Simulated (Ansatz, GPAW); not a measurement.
# Screening of a field by Nb2N(OH)2 MXene monolayer, part 3 of 3

Aim: the dipole that a field along the normal induces in Nb2N(OH)2 MXene monolayer.

GPAW 26.7.0 and Ansatz 0.2.0; Ansatz plane waves; layer without images along its normal, relaxation of atoms and in-plane cell; PAW set soft_1 (the session's first sound run).

So far. Step 4 (In a field): The dipole is now -0.127 e Å, against 7.8e-4 in the run without a field. Step 5 (Field on): The dipole is now -0.0635 e Å, against 7.8e-4 in the run without a field.

## 8. Field on (continued)

Level of this step: GPAW, PAW setups; slab in vacuum (GPAW).

The electrostatic potential energy of an electron (without an applied field's), less the Fermi level, planar mean oscillates, so the rows of the table below give means over windows of 1.54 Å about each position, cut where the curve ends. Its maxima inside the range that stand out by 2 % of the span (Å: eV): 0.8: 3.02, 9.3: -0.113, 10.4: -6.37, 11.9: -12.4, 12.7: -12.4, 14.2: -6.77, 15.3: -0.749. Its minima: 8.9: -0.836, 10.0: -9.91, 11.3: -22.5, 12.3: -15.8, 13.4: -22.7, 14.6: -10.4, 15.7: -1.56.

The electrostatic potential energy of an electron (without an applied field's), less the Fermi level, planar mean by z; means over each step:

| z (Å) | electrostatic potential energy of an electron (without an applied field's), less the Fermi level, planar mean (eV) |
| --- | --- |
| 0.77 | 2.94 |
| 2.31 | 3.02 |
| 3.85 | 3.01 |
| 5.39 | 2.96 |
| 6.93 | 2.63 |
| 8.47 | 0.793 |
| 10.01 | -6.09 |
| 11.55 | -17.0 |
| 13.09 | -17.1 |
| 14.63 | -6.54 |
| 16.17 | -0.0390 |
| 17.71 | 1.52 |
| 19.25 | 1.75 |
| 20.79 | 1.78 |
| 22.33 | 1.78 |
| 23.87 | 1.83 |

The dipole is now 0.0635 e Å, against 7.8e-4 in the run without a field.

## 9. In a field

Input file run.py:

```python
import json
import numpy as np
from ase import Atoms
from gpaw import GPAW, PW
from gpaw.external import ConstantElectricField

slab = Atoms(
    ['H', 'O', 'Nb', 'N', 'Nb', 'O', 'H'],
    positions=[
        [-0.00000, 1.88857, 9.00000],
        [-0.00000, 1.88857, 9.97591],
        [1.63555, 0.94428, 11.28134],
        [-0.00000, 0.00000, 12.31752],
        [-0.00000, 1.88857, 13.35371],
        [1.63555, 0.94428, 14.65914],
        [1.63555, 0.94428, 15.63505]],
    cell=[[3.27109, -0.0, 0.0], [-1.63555, 2.83285, -0.0], [0.0, -0.0, 24.635]],
    pbc=[True, True, False],
    magmoms=[0.0, 0.0, 1.0, 0.0, 1.0, 0.0, 0.0])

slab.calc = GPAW(mode=PW(500), xc='PBE', kpts={'size': (12, 12, 1), 'gamma': True},
                 occupations={'name': 'fermi-dirac', 'width': 0.05}, nbands='160%',
                 convergence={'density': 1e-05}, maxiter=200,
                 poissonsolver={'dipolelayer': 'xy'},
                 external=ConstantElectricField(0.2, [0, 0, 1]),
                 symmetry={'tolerance': 1e-3}, txt='slab.txt')
result = {}
energy = slab.get_potential_energy()
fermi = slab.calc.get_fermi_level()
v = slab.calc.get_electrostatic_potential().mean((0, 1)) - fermi
n = slab.calc.get_pseudo_density().mean((0, 1))
L = slab.cell[2, 2]
z = np.arange(len(v)) * L / len(v)
low, high = slab.positions[:, 2].min(), slab.positions[:, 2].max()
below, above = np.interp([low - 6.8, high + 6.8], z, v)
slopes = [np.interp(x, z, np.gradient(v, z)) for x in (low - 6.8, high + 6.8)]
eps = np.array([[slab.calc.get_eigenvalues(k, s) for k in range(len(slab.calc.get_ibz_k_points()))]
                for s in range(slab.calc.get_number_of_spins())]) - fermi
top, bottom = eps[eps < 0].max(), eps[eps > 0].min()
dipole = slab.get_dipole_moment()[2]
print(f'energy {energy:.4f} eV, Fermi level {fermi:.4f} eV, dipole {dipole:.5f} e A')
print(f'potential 6.8 A off the faces, from the Fermi level: lower {below:.4f} eV, upper {above:.4f} eV')
print(f'slope of the potential there: lower {slopes[0]:.5f}, upper {slopes[1]:.5f} eV/A')
print(f'nearest levels on the mesh: {top:.4f} and {bottom:.4f} eV')
print('magnetic moment', round(slab.get_magnetic_moment(), 3))
result.update(energy=energy, fermi=fermi, dipole=dipole, below=below, above=above, slopes=slopes, edges=[top, bottom],
              z=z.tolist(), v=v.tolist(), n=n.tolist(), positions=slab.positions.tolist(),
              forces=slab.get_forces(apply_constraint=False).tolist(), moments=slab.get_magnetic_moments().tolist())
json.dump(result, open('result.json', 'w'))
```

Run with:

```sh
OMP_NUM_THREADS=1 OPENBLAS_NUM_THREADS=1 python run.py
```

Output:

```text
energy -52.7935 eV, Fermi level 1.4077 eV, dipole 0.12746 e A
potential 6.8 A off the faces, from the Fermi level: lower 3.6709 eV, upper 1.1830 eV
slope of the potential there: lower -0.00152, upper -0.00006 eV/A
nearest levels on the mesh: -0.0371 and 0.0471 eV
magnetic moment -0.0
```

It took 17 min on 1 thread of Arm Neoverse V2, shared host; peak memory 0.97 GiB.

The dipole is now 0.127 e Å, against 7.8e-4 in the run without a field.

## 10. In a field

Edit run.py of step 9 so:

```diff
@@ -24,3 +24,3 @@
                  poissonsolver={'dipolelayer': 'xy'},
-                 external=ConstantElectricField(0.2, [0, 0, 1]),
+                 external=ConstantElectricField(0.3, [0, 0, 1]),
                  symmetry={'tolerance': 1e-3}, txt='slab.txt')
```

Output:

```text
energy -52.8094 eV, Fermi level 1.3850 eV, dipole 0.19255 e A
potential 6.8 A off the faces, from the Fermi level: lower 4.3571 eV, upper 0.5994 eV
slope of the potential there: lower -0.00360, upper -0.00004 eV/A
nearest levels on the mesh: -0.0221 and 0.0392 eV
magnetic moment -0.0
```

Elapsed: 16 min, on 1 thread; peak memory 0.97 GiB.

The electrostatic potential energy of an electron (without an applied field's), less the Fermi level, planar mean oscillates, so the rows of the table below give means over windows of 1 Å about each position, cut where the curve ends. Its maxima inside the range that stand out by 2 % of the span (Å: eV): 0.5: 4.36, 9.3: 0.511, 10.4: -5.97, 11.9: -12.3, 12.7: -12.5, 14.2: -7.17, 15.3: -1.39. Its minima: 9.0: -0.138, 10.0: -9.43, 11.3: -22.3, 12.3: -15.8, 13.4: -22.9, 14.6: -10.9, 15.7: -2.30.

The electrostatic potential energy of an electron (without an applied field's), less the Fermi level, planar mean by z; means over each step:

| z (Å) | electrostatic potential energy of an electron (without an applied field's), less the Fermi level, planar mean (eV) |
| --- | --- |
| 0 | 3.65 |
| 1 | 4.36 |
| 2 | 4.36 |
| 3 | 4.35 |
| 4 | 4.33 |
| 5 | 4.28 |
| 6 | 4.13 |
| 7 | 3.74 |
| 8 | 2.74 |
| 9 | 0.470 |
| 10 | -6.22 |
| 11 | -16.3 |
| 12 | -14.8 |
| 13 | -17.6 |
| 14 | -11.9 |
| 15 | -5.37 |
| 16 | -1.21 |
| 17 | 0.191 |
| 18 | 0.498 |
| 19 | 0.575 |
| 20 | 0.593 |
| 21 | 0.598 |
| 22 | 0.599 |
| 23 | 0.600 |
| 24 | 0.759 |

The dipole is now 0.193 e Å, against 7.8e-4 in the run without a field.

## 11. The series

The members are put on one axis.

This step: induced dipole against applied field; PAW set soft_1 (GPAW 26.7.0).

The dipole along the normal by field:

```csv
field (V/Å),dipole along the normal (e·Å)
-0.200,-0.127
-0.100,-0.0635
-0.050,-0.0317
0.000,7.8e-4
0.050,0.0317
0.100,0.0635
0.200,0.127
0.300,0.193
```

## 12. Outcome

| Property | Result |
| --- | --- |
| work function, upper and lower face | 2.382 and 2.398 eV |
| dipole along the normal | 7.8e-4 e Å |
| induced dipole per field | 0.639 e Å per V/Å |
| out-of-plane polarisability per area, α/(ε0 A) | 12.5 Å |

**Reading.** The field induces 0.639 e Å per V/Å, a polarisable thickness α/(ε0 A) of 12.5 Å beside 6.64 Å between the outermost nuclei. A perfect conductor would give the distance between its two image planes; a dielectric of thickness t gives t(1 - 1/ε). The induced dipole is linear in the field over this range. The starting lattice was a guess from atomic radii; the relaxation moved it by 6 %. At this geometry GPAW leaves forces of up to 0.30 eV/Å on free atoms, so it isn't GPAW's own minimum, and dipole and steps would shift on relaxing there. The small printed dipole stands for a step of -15 meV from the lower to the upper face, and the probes find -16 meV; values this small are near the numerical noise of both. One magnetic start was tried; another order may lie lower. The layer's cell and atoms come from the relaxation; spin-orbit coupling and temperature are left out.

[Logs are printed without paths, hosts, clocks, repeated set-up lines and the standing remarks that a program may print on its own settings, such as how far it seeks lower states.]

[Hosts, paths, dates, database ids (printed as entryN), source tags and the programs' standing remarks are cut or masked in the printed files.]
